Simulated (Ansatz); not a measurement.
# CaOsO3 (cubic perovskite) (Pm-3m): how robust is the cRPA U?

Aim: hold the target of a cRPA run on CaOsO3 (cubic perovskite) (Pm-3m) and move one thing at a time.

Main program and level: Ansatz 0.2.0; constrained RPA on LDA, plane waves, PAW.

Most raw output is cut from this account.

The structure was built from a prototype and need not be the compound's stable phase.

### Step 1. The starting structure

The structure is cubic, space group Pm-3m (No. 221). Conventional cell: a = 3.854 Å, b = 3.854 Å, c = 3.854 Å, α = 90.00°, β = 90.00°, γ = 90.00°. Ca has 12 O at 2.73 Å nearest. Os has 6 O at 1.93 Å nearest. O has 2 Os at 1.93 Å and 4 Ca at 2.73 Å nearest. Farther neighbours and most contacts between anions are not listed.

Structure file:

```cif
data_structure
_symmetry_space_group_name_H-M 'P 1'
_symmetry_Int_Tables_number 1
_cell_length_a 3.8541
_cell_length_b 3.8541
_cell_length_c 3.8541
_cell_angle_alpha 90.000
_cell_angle_beta 90.000
_cell_angle_gamma 90.000
_cell_volume 57.25
loop_
_atom_site_label
_atom_site_type_symbol
_atom_site_fract_x
_atom_site_fract_y
_atom_site_fract_z
_atom_site_occupancy
Ca1 Ca 0.00000 0.00000 0.00000 1
Os2 Os 0.50000 0.50000 0.50000 1
O3 O 0.50000 0.50000 0.00000 1
O4 O 0.50000 0.00000 0.50000 1
O5 O 0.00000 0.50000 0.50000 1
```

The structure was relaxed with LDA. The structure type comes from a generator and need not be one that this composition takes. The structure was generated from a model, not taken from a measurement. The runs that relaxed it are not among those shown. The program's search for lower electronic states was switched off, so nothing shows that the state found is the lowest. Spin-orbit coupling is left out unless a step names it. The default PAW set here is soft_2. Its files were made with PBE.

### Step 2. Base: Os t2g, bands v2 to c1, 4×4×4 mesh, medium accuracy

Constrained RPA screens the interaction with every transition except those inside the target bands, which a later many-body model would treat itself.

Contents of input.yaml:

```yaml
crystal:
  lattice:
    - [0.0, -3.85406673, 0.0]
    - [0.0, 0.0, 3.85406673]
    - [-3.85406673, 0.0, 0.0]
  atoms:
    - { symbol: Ca, position: [0.0, 0.0, 0.0] }
    - { symbol: Os, position: [0.5, 0.5, 0.5] }
    - { symbol: O, position: [0.5, 0.5, 0.0] }
    - { symbol: O, position: [0.5, 0.0, 0.5] }
    - { symbol: O, position: [0.0, 0.5, 0.5] }
kpoints:
  mp_grid: { grid: [6, 6, 6] }
hamiltonian:
  xc: lda
scf:
  occupations: { method: gaussian, width: 0.08 }
  n_extra_bands: 19
  max_iter: 150
  lower_state_search: "off"
output:
  crpa:
    kmesh: [4, 4, 4]
    target_bands: [v2, c1]
    projections: [{ species: Os, l: d, shell: 5, orbitals: [dxz, dyz, dxy] }]
  local_orbitals:
    kmesh: [8, 8, 8]
    orbitals: [{ species: Os, l: d, shell: 5, orbitals: [dxz, dyz, dxy] }]
    window: { bands: [v2, c1] }
    seedname: lo
```

Run with:

```
$ ansatz run input.yaml --threads 4 --pin off --max-ram 9216MiB --backend cpu --events-out ev --progress --plain --runs-dir out
```

Elapsed: 13 s, on 4 threads of Intel Xeon Platinum 8559C (Emerald Rapids), shared host; peak memory 0.59 GiB; 49 s of CPU time.

Numbers from this step:

| Item | Value |
| --- | --- |
| U | 2.670 eV |
| U prime (inter-orbital) | 2.101 eV |
| J | 0.2501 eV |
| bare V | 10.87 eV |
| bare J | 0.3538 eV |
| stated bound on U | 0.003220 eV |
| U over bare V | 0.2458 |
| electrons in the window | 4.000 |
| head of the constrained inverse dielectric matrix | 0.1651 |
| least eigenvalue of the projection's overlap | 0.5822 |
| target functions | 3 |
| bands in the sums | 46 |
| r.m.s. miss of the model bands | 0.009946 eV |
| width of the target bands | 4.417 eV |
| weight of the projected orbitals in the window | 0.6610 |

On the Os t2g shell, screening brings the on-site interaction from 10.9 eV down to U = 2.67 eV.

### Step 3. Changed: 6×6×6 mesh

input.yaml, the sections that differ from step 2:

```yaml
output:
  crpa:
    kmesh: [6, 6, 6]
    target_bands: [v2, c1]
    projections: [{ species: Os, l: d, shell: 5, orbitals: [dxz, dyz, dxy] }]
# crystal, kpoints, hamiltonian, scf: as in step 2
```

Wall time 73 s (4 threads); peak memory 0.76 GiB.

This step gave:

```
U                                                 : 2.640 eV
U prime (inter-orbital)                           : 2.079 eV
J                                                 : 0.2461 eV
bare V                                            : 10.72 eV
bare J                                            : 0.3481 eV
stated bound on U                                 : 0.003188 eV
U over bare V                                     : 0.2462
electrons in the window                           : 4.000
head of the constrained inverse dielectric matrix : 0.1764
least eigenvalue of the projection's overlap      : 0.5783
target functions                                  : 3
bands in the sums                                 : 46
width of the target bands                         : 4.417 eV
weight of the projected orbitals in the window    : 0.6610
```

On the Os t2g shell, screening brings the on-site interaction from 10.7 eV down to U = 2.64 eV.

### Step 4. Changed: 2×2×2 mesh

input.yaml: that of step 3 with these lines changed.

```diff
@@ -22,3 +22,3 @@
   crpa:
-    kmesh: [6, 6, 6]
+    kmesh: [2, 2, 2]
     target_bands: [v2, c1]
```

It took 3.4 s on 4 threads; peak memory 0.52 GiB; 10 s of CPU time.

This step gave:

```
U                                                 : 2.985 eV
U prime (inter-orbital)                           : 2.340 eV
J                                                 : 0.2840 eV
bare V                                            : 11.95 eV
bare J                                            : 0.4012 eV
stated bound on U                                 : 0.003885 eV
U over bare V                                     : 0.2499
electrons in the window                           : 4
head of the constrained inverse dielectric matrix : 0.1355
least eigenvalue of the projection's overlap      : 0.5822
target functions                                  : 3
bands in the sums                                 : 46
width of the target bands                         : 4.417 eV
weight of the projected orbitals in the window    : 0.6610
```

On the Os t2g shell, screening brings the on-site interaction from 11.9 eV down to U = 2.99 eV.

### Step 5. Changed: sums over states

input.yaml: that of step 4 with these lines changed.

```diff
@@ -22,4 +22,7 @@
   crpa:
-    kmesh: [2, 2, 2]
+    kmesh: [4, 4, 4]
     target_bands: [v2, c1]
     projections: [{ species: Os, l: d, shell: 5, orbitals: [dxz, dyz, dxy] }]
+    accuracy: sum_over_states
+    n_empty_bands: 22
+    ecut_chi: 136
```

The job ended after 3.4 s (4 threads; peak memory 0.53 GiB; 10 s of CPU time).

This variant gives U = 2.82 eV against 2.67 eV. It is a finite sum over empty states with no bound on its error and stays out of the table below.

### Step 6. Changed: accuracy high

input.yaml: that of step 5 with these lines changed.

```diff
@@ -25,4 +25,2 @@
     projections: [{ species: Os, l: d, shell: 5, orbitals: [dxz, dyz, dxy] }]
-    accuracy: sum_over_states
-    n_empty_bands: 22
-    ecut_chi: 136
+    accuracy: high
```

The job ended after 25 s (4 threads; peak memory 0.69 GiB; 87 s of CPU time).

Numbers from this step:

```
U                                                 : 2.671 eV
U prime (inter-orbital)                           : 2.102 eV
J                                                 : 0.2502 eV
bare V                                            : 10.87 eV
bare J                                            : 0.3538 eV
stated bound on U                                 : 3.74e-4 eV
U over bare V                                     : 0.2458
electrons in the window                           : 4.000
head of the constrained inverse dielectric matrix : 0.1651
least eigenvalue of the projection's overlap      : 0.5822
target functions                                  : 3
bands in the sums                                 : 46
width of the target bands                         : 4.417 eV
weight of the projected orbitals in the window    : 0.6610
```

On the Os t2g shell, screening brings the on-site interaction from 10.9 eV down to U = 2.67 eV.

### Step 7. Changed: potentials

This step: constrained RPA on LDA, plane waves, norm-conserving pseudopotentials.

input.yaml: that of step 6 with these lines changed.

```diff
@@ -15,2 +15,3 @@
   xc: lda
+  pseudopotentials: { kind: nc }
 scf:
@@ -25,2 +26 @@
     projections: [{ species: Os, l: d, shell: 5, orbitals: [dxz, dyz, dxy] }]
-    accuracy: high
```

Elapsed: 47 s, on 4 threads; peak memory 1.1 GiB; 2.9 min of CPU time.

This step gave:

```
U                                                 : 2.685 eV
U prime (inter-orbital)                           : 2.116 eV
J                                                 : 0.2502 eV
bare V                                            : 10.88 eV
bare J                                            : 0.3548 eV
stated bound on U                                 : 0.003495 eV
U over bare V                                     : 0.2467
electrons in the window                           : 4.000
head of the constrained inverse dielectric matrix : 0.1666
least eigenvalue of the projection's overlap      : 0.5818
target functions                                  : 3
bands in the sums                                 : 46
width of the target bands                         : 4.416 eV
weight of the projected orbitals in the window    : 0.6611
```

On the Os t2g shell, screening brings the on-site interaction from 10.9 eV down to U = 2.68 eV.

### Step 8. Side by side

Times are wall times on 4 threads of Intel Xeon Platinum 8559C (Emerald Rapids), shared host, good to a factor of about two.

| run | bare V (eV) | U (eV) | J (eV) | bound on U (eV) | width (eV) | time |
| --- | --- | --- | --- | --- | --- | --- |
| target window | 10.87 | 2.670 | 0.250 | 0.0032 | 4.42 | 13 s |
| 6×6×6 mesh | 10.72 | 2.640 | 0.246 | 0.0032 | 4.42 | 73 s |
| 2×2×2 mesh | 11.95 | 2.985 | 0.284 | 0.0039 | 4.42 | 3.4 s |
| accuracy high | 10.87 | 2.671 | 0.250 | 0.0004 | 4.42 | 25 s |
| potentials | 10.88 | 2.685 | 0.250 | 0.0035 | 4.42 | 47 s |

### Step 9. Outcome

```
target window : U 2.67 eV, J 0.25 eV
6×6×6 mesh    : U 2.64 eV, J 0.25 eV
2×2×2 mesh    : U 2.99 eV, J 0.28 eV
accuracy high : U 2.67 eV, J 0.25 eV
potentials    : U 2.68 eV, J 0.25 eV
```

6×6×6 mesh moves U by −0.03 eV at 5.4 times the time. 2×2×2 mesh moves U by +0.31 eV at 0.25 times the time. Accuracy high moves U by +0.001 eV (within the solver's bounds, for the mean over orbitals). Potentials moves U by +0.01 eV at 3.5 times the time. The printed bound covers the solver alone, not the mesh. The parent state is non-magnetic and the interaction static (zero frequency); U depends on the window and the orbitals, so it belongs to this model alone. Spin-orbit coupling, which is strong for atoms this heavy, is left out.

[Paths, hosts, dates, memory and timing lines, banners, echoed tables and standing remarks are left out of the program output.]

[Logs are printed without paths, hosts, clocks, repeated set-up lines and the standing remarks that a program may print on its own settings, such as how far it seeks lower states.]

[Runs of the session that timed out or met a known fault of the program may be left out.]

[Hosts, paths, dates, database ids (printed as entryN), source tags and the programs' standing remarks are cut or masked in the printed files.]
